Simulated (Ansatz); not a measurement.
# How Al(100) screens a field, part 2 of 2

Wanted: the response of a Al(100) slab to a perpendicular field.

Ansatz 0.2.0; plane-wave DFT, r2SCAN, Ansatz PAW.

So far. Step 7 (Single point, field 0.2 V/Å): The dipole is 0.122 e·Å. Step 8 (Atoms held, field -0.2 V/Å): The dipole is -0.122 e·Å.

## 9. Single point, field 0.4 V/Å

File input.yaml:

```yaml
crystal:
  lattice:
    - [2.8637824638, 0.0, 0.0]
    - [0.0, 2.8637824638, 0.0]
    - [0.0, 0.0, 28.125]
  atoms:
    - { symbol: Al, position: [0.5, 0.5, 0.32] }
    - { symbol: Al, position: [0.0, 0.0, 0.392] }
    - { symbol: Al, position: [0.5, 0.5, 0.464] }
    - { symbol: Al, position: [0.0, 0.0, 0.536] }
    - { symbol: Al, position: [0.5, 0.5, 0.608] }
    - { symbol: Al, position: [0.0, 0.0, 0.68] }
kpoints:
  mp_grid: { grid: [18, 18, 1] }
hamiltonian:
  xc: r2scan
scf:
  occupations: { method: fermi_dirac, width: 0.1 }
  convergence: { dr2_threshold: 1.0e-10 }
efield:
  axis: 3
  dipole_correction: true
  ramp_position: 0.97
  ramp_width: 0.06
  amplitude: 0.4
output:
  forces: true
  write_potential: true
  write_density: true
  volumetric_format: npy
  elf: true
```

The run is started by

```
> ansatz run input.yaml --threads 2 --pin off --max-ram 3072MiB --backend cpu --events-out ev --progress --plain --runs-dir out
```

Numbers of over 12 decimals in the logs are rounded to 6 here.

Log:

```text
[...]
Crystal: 6 atoms, lattice volume = 230.660 Å³
Basis set: ecut = 500 eV, 5911 PW (Γ), exchange–correlation on 96×96×864 points (64 copies of the dense FFT grid, shifted against one another)
Bands: 15, of which v1, the nominal top of the filled ones, is band 9 counted from 1 (8 counted from 0)
Symmetry: 8 space group operations
k-points: 55 of 324
[...]
k-point 0: bands = [... 5 lower, -2.9539, -1.3777, 1.6560, 3.6819, 4.2477, 5.3555, 6.3840, 6.6819, ... 2 higher]
  k-point 1: bands = [... 5 lower, -2.8967, -1.3224, 1.7086, 3.7350, 4.2999, 5.3828, 5.4387, 6.0457, ... 2 higher]
  k-point 2: bands = [... 5 lower, -2.7254, -1.1567, 1.8568, 3.8105, 3.8781, 4.3324, 4.6149, 5.4535, ... 2 higher]
  k-point 54: bands = [... 5 lower, -0.4309, -0.2320, -0.2320, 0.2095, 0.2107, 1.2237, 1.2237, 1.4410, ... 2 higher]
[key lines of the parts left out:]
SCF converged after 10 iterations
Free energy (F): -3241.406475 eV
Fermi energy:    0.984430 eV
Dipole field:    D = 0.190817 V/Å  (p = 0.243237 e·Å, saw-weighted, corrected)
```

Run time: 15 s. Hardware: 2 threads of Intel Xeon 6975P-C (Granite Rapids), shared host; peak memory 0.99 GiB; 29 s of CPU time.

Running mean over 2.025 Å of the planar mean, with the applied field; the ramp of the sawtooth is left out. The electron's electrostatic potential energy less the Fermi level by z:

z (Å), electron's electrostatic potential energy less the Fermi level (eV) and a bar from the least value:
```
        4       3.02 #####################
        5       3.41 #######################
        6       3.74 ########################
        7       3.34 ######################
        8      -0.53 ############
        9      -4.20 #
       10      -4.61 
       11      -4.65 
       12      -4.63 
       13      -4.61 
       14      -4.60 
       15      -4.61 
       16      -4.63 
       17      -4.64 
       18      -4.61 
       19      -4.33 #
       20      -1.07 ##########
       21       3.47 #######################
       22       4.78 ##########################
       23       5.25 ############################
       24       5.65 #############################
       25       6.05 ##############################
```

The dipole is 0.243 e·Å.

## 10. The response

This step: plane-wave DFT, r2SCAN, Ansatz PAW; screening of a field by a metal slab (Ansatz 0.2.0).

The dipoles give the slope, and the difference of two potentials shows where the field is screened.

Numbers from this step:

- equivalent conductor thickness p/(ε₀AE): 13.41 Å
- distance between the outer atoms: 10.12 Å
- inner field over outer field: 5.77e-4
- image plane, upper face: 1.581 Å
- induced electrons on the upper face over ε₀E: -1.009
- image plane, lower face: 1.581 Å
- induced electrons on the lower face over ε₀E: 1.009

Table of dipole of the cell by applied field:

```
applied field (V/Å)  dipole of the cell (e·Å)
             -0.200                    -0.122
             -0.100                   -0.0608
             -0.050                   -0.0304
              0.000                         0
              0.050                    0.0304
              0.100                    0.0608
              0.200                     0.122
              0.400                     0.243
```

Local field over the applied field, running mean. From the potentials at -0.05 and 0.05 V/Å; running mean over 2.025 Å. The local field over applied field by z:

z (Å), local field over applied field and a bar from the least value:
```
      4.5      0.997 ##############################
      5.0      0.990 ##############################
      5.5      0.973 #############################
      6.0      0.931 ############################
      6.5      0.840 #########################
      7.0      0.679 ####################
      7.5      0.459 ##############
      8.0      0.243 #######
      8.5      0.088 ###
      9.0      0.009 
      9.5     -0.006 
     10.0      0.002 
     10.5      0.004 
     11.0      0.000 
     11.5      0.000 
     12.0      0.003 
     12.5      0.002 
     13.0      0.000 
     13.5      0.000 
     14.0      0.002 
     14.5      0.001 
     15.0     -0.001 
     15.5      0.001 
     16.0      0.003 
     16.5      0.001 
     17.0     -0.001 
     17.5      0.003 
     18.0      0.004 
     18.5     -0.005 
     19.0      0.000 
     19.5      0.061 ##
     20.0      0.197 ######
     20.5      0.402 ############
     21.0      0.628 ###################
     21.5      0.807 ########################
     22.0      0.914 ############################
     22.5      0.966 #############################
     23.0      0.988 ##############################
     23.5      0.996 ##############################
```

Electrons, planar mean, per unit field. Induced electron density against z:

| z (Å) | induced electron density (e/Å³ per V/Å) |
| --- | --- |
| 4.5 | 1.9e-5 |
| 5.0 | 5.8e-5 |
| 5.5 | 1.7e-4 |
| 6.0 | 4.5e-4 |
| 6.5 | 0.00108 |
| 7.0 | 0.00220 |
| 7.5 | 0.00341 |
| 8.0 | 0.00335 |
| 8.5 | 9.6e-4 |
| 9.0 | -8.1e-4 |
| 9.5 | -1.5e-4 |
| 10.0 | 4.5e-4 |
| 10.5 | -2.9e-5 |
| 11.0 | -3.1e-4 |
| 11.5 | 1.1e-4 |
| 12.0 | 2.0e-4 |
| 12.5 | -1.5e-4 |
| 13.0 | -1.1e-4 |
| 13.5 | 1.8e-4 |
| 14.0 | 4.0e-5 |
| 14.5 | -1.9e-4 |
| 15.0 | 3.0e-5 |
| 15.5 | 2.0e-4 |
| 16.0 | -1.2e-4 |
| 16.5 | -2.0e-4 |
| 17.0 | 2.4e-4 |
| 17.5 | 1.7e-4 |
| 18.0 | -4.0e-4 |
| 18.5 | -1.1e-4 |
| 19.0 | 7.9e-4 |
| 19.5 | -2.5e-4 |
| 20.0 | -0.00296 |
| 20.5 | -0.00359 |
| 21.0 | -0.00253 |
| 21.5 | -0.00131 |
| 22.0 | -5.6e-4 |
| 22.5 | -2.2e-4 |
| 23.0 | -7.6e-5 |
| 23.5 | -2.6e-5 |

By hand: between -0.05 and 0.05 V/Å the dipole changes by 0.06078 e·Å, a slope of 0.6078 e·Å²/V. A perfect conductor of thickness t has p = ε₀AEt, so t = 180.95 × 0.6078 / 8.201 = 13.41 Å (e/ε₀ = 180.95 V·Å, A in Å²). Less the 10.12 Å between the outer atoms, and halved, that puts each image plane 1.64 Å out.

The induced dipole is that of a conductor 13.41 Å thick.

## 11. The same run with other settings

This step: plane-wave DFT, r2SCAN, Ansatz PAW (Ansatz 0.2.0).

An input spoilt on purpose, to show how the run answers: it repeats the earlier run at 0.05 V/Å with accuracy to [1, 2], and scf.max_iter set to 50.

Changes to input.yaml since step 9:

```diff
@@ -19,2 +19,3 @@
   convergence: { dr2_threshold: 1.0e-10 }
+  max_iter: 50
 efield:
@@ -24,3 +25,3 @@
   ramp_width: 0.06
-  amplitude: 0.4
+  amplitude: 0.05
 output:
@@ -30,2 +31,2 @@
   volumetric_format: npy
-  elf: true
+accuracy: [1, 2]
```

Log:

```text
Error: YAML parse error: error: line 32 column 11: expected string scalar
  --> <input>:32:11
   |
30 |   write_density: true
31 |   volumetric_format: npy
32 | accuracy: [1, 2]
   |           ^ expected string scalar
```

Run time: 0.02 s. Hardware: 2 threads; peak memory 0.035 GiB.

The input was rejected at the start.

The program's message: “Error: YAML parse error: error: line 32 column 11: expected string scalar”

The fault put into the input: a value of the wrong type.

## 12. Varying the input: efield.amplitude = -0.1

Another changed input: it repeats the earlier run at 0.05 V/Å with efield.amplitude from 0.05 to -0.1.

Changes to input.yaml since step 11:

```diff
@@ -19,3 +19,2 @@
   convergence: { dr2_threshold: 1.0e-10 }
-  max_iter: 50
 efield:
@@ -25,3 +24,3 @@
   ramp_width: 0.06
-  amplitude: 0.05
+  amplitude: -0.1
 output:
@@ -31,2 +30 @@
   volumetric_format: npy
-accuracy: [1, 2]
```

Log:

```text
[...]
Crystal: 6 atoms, lattice volume = 230.660 Å³
Basis set: ecut = 500 eV, 5911 PW (Γ), exchange–correlation on 96×96×864 points (64 copies of the dense FFT grid, shifted against one another)
Bands: 15, of which v1, the nominal top of the filled ones, is band 9 counted from 1 (8 counted from 0)
Symmetry: 8 space group operations
k-points: 55 of 324
[...]
SCF iter   1: F=—  HF=-3241.498983 eV  |F-HF|=—  |Δ(HF+E_count)|=         —  Δρ=6.31e-3  dr2=7.88e0  dr2_τ=2.20e-2  ethr=1.77e-3  p=0.000 e·Å  D=2.66e-14 V/Å  ΔV_dip=-0.00 eV  dr2_dipole=5.16e0  V_vac-E_F(+/−)=2.77/5.36 eV  ⟨swp⟩=8.5  Hψ=6439  notcnv=0
[...]
SCF iter   9: F=-3241.360878 eV  HF=-3241.360878 eV  |F-HF|=1.46e-11  |Δ(HF+E_count)|=   1.08e-9  Δρ=9.55e-8  dr2=5.52e-11  dr2_τ=9.35e-14  ethr=1.00e-12  p=-0.061 e·Å  D=-4.77e-2 V/Å  ΔV_dip=1.34 eV  dr2_dipole=1.84e-11  V_vac-E_F(+/−)=3.69/4.95 eV  ⟨swp⟩=13.1  Hψ=6035  notcnv=0
SCF 1 converged in 9 iterations: F = -3241.360878 eV  dr2 = 5.52e-11
[...]
SCF converged after 9 iterations
Free energy (F): -3241.360878 eV
[...]
Internal energy: -3241.285779 eV  (E = F + TS)
E sigma→0 (E₀):  -3241.323328 eV
Entropy (-TS):   -0.075098 eV (-12.516 meV/atom)
Fermi energy:    0.991802 eV
Dipole field:    D = -0.047678 V/Å  (p = -0.060776 e·Å, saw-weighted, corrected)
Work function:   not extracted (applied field tilts the vacuum); planar V_es + V_field profile in the machine report
[...]
--- Forces (eV/Å), atoms counted from 1 ---
  atom   1  Al    -0.00000000     0.00000000     0.09783153
  atom   2  Al    -0.00000000     0.00000000     0.06358133
  atom   3  Al     0.00000000     0.00000000     0.02818306
  atom   4  Al    -0.00000000     0.00000000    -0.02691378
  atom   5  Al     0.00000000     0.00000000    -0.06141886
  atom   6  Al     0.00000000     0.00000000    -0.10126454
  max |Σ_I F_I| component: 1.26e-6 eV/Å
--- Band table (eV; the first three rows and the last of 55) ---
  k-point 0: bands = [... 5 lower, -2.9463, -1.3705, 1.6706, 3.8632, 5.0487, 5.4700, 6.4128, 6.6647, ... 2 higher]
  k-point 1: bands = [... 5 lower, -2.8891, -1.3152, 1.7232, 3.9132, 5.1015, 5.4186, 5.5282, 6.0499, ... 2 higher]
  k-point 2: bands = [... 5 lower, -2.7177, -1.1495, 1.8711, 3.8335, 3.9920, 4.5293, 5.2712, 5.4923, ... 2 higher]
  k-point 54: bands = [... 5 lower, -0.4237, -0.2245, -0.2245, 0.2174, 0.2177, 1.2310, 1.2310, 1.4500, ... 2 higher]
```

Elapsed: 13 s, on 2 threads; peak memory 0.97 GiB; 26 s of CPU time.

This step gave:

```
energy at zero smearing : -3241.3233 eV
dipole along the normal : -0.06078 e·Å
```

Force by atom:

| atom | x (eV/Å) | y (eV/Å) | z (eV/Å) | size |
| --- | --- | --- | --- | --- |
| Al1 | 0.000 | 0.000 | 0.098 | 0.098 |
| Al2 | 0.000 | 0.000 | 0.064 | 0.064 |
| Al3 | 0.000 | 0.000 | 0.028 | 0.028 |
| Al4 | 0.000 | 0.000 | -0.027 | 0.027 |
| Al5 | 0.000 | 0.000 | -0.061 | 0.061 |
| Al6 | 0.000 | 0.000 | -0.101 | 0.101 |

```csv
quantity,this run,earlier run,difference
dipole along the normal (e·Å),-0.06078,0.03039,-0.091
```

The applied field differs, and the slope found earlier predicts a dipole of -0.0608 e·Å; this run gives -0.0608 e·Å, in line with it.

## 13. Summary of results

| Property | Result |
| --- | --- |
| work function | 4.35 eV |
| image plane, upper face | 1.58 Å |
| induced electrons on the upper face over ε₀E | -1.01 |
| equivalent conductor thickness p/(ε₀AE) | 13.4 Å |
| inner field over outer field | 5.8e-4 |

What this shows: The induced charge has its centre 1.58 Å outside the outermost atoms; this is the plane from which a capacitor's gap or an image potential counts. The equivalent conductor thickness exceeds the distance between the outer atoms by 3.28 Å, about the sum of the two image-plane distances. In the middle of the slab the field is screened to under 0.5 % of its outer value. The atoms are held at bulk positions with the tabulated experimental lattice constant.

[Logs are printed without paths, hosts, clocks, repeated set-up lines and the standing remarks that a program may print on its own settings, such as how far it seeks lower states.]

[Hosts, paths, dates, database ids (printed as entryN), source tags and the programs' standing remarks are cut or masked in the printed files.]

[Maps of the electrostatic potential energy from Ansatz leave out the sawtooth potential of an applied field or a dipole correction, so their vacuum need not be flat; planar profiles and work functions include it.]
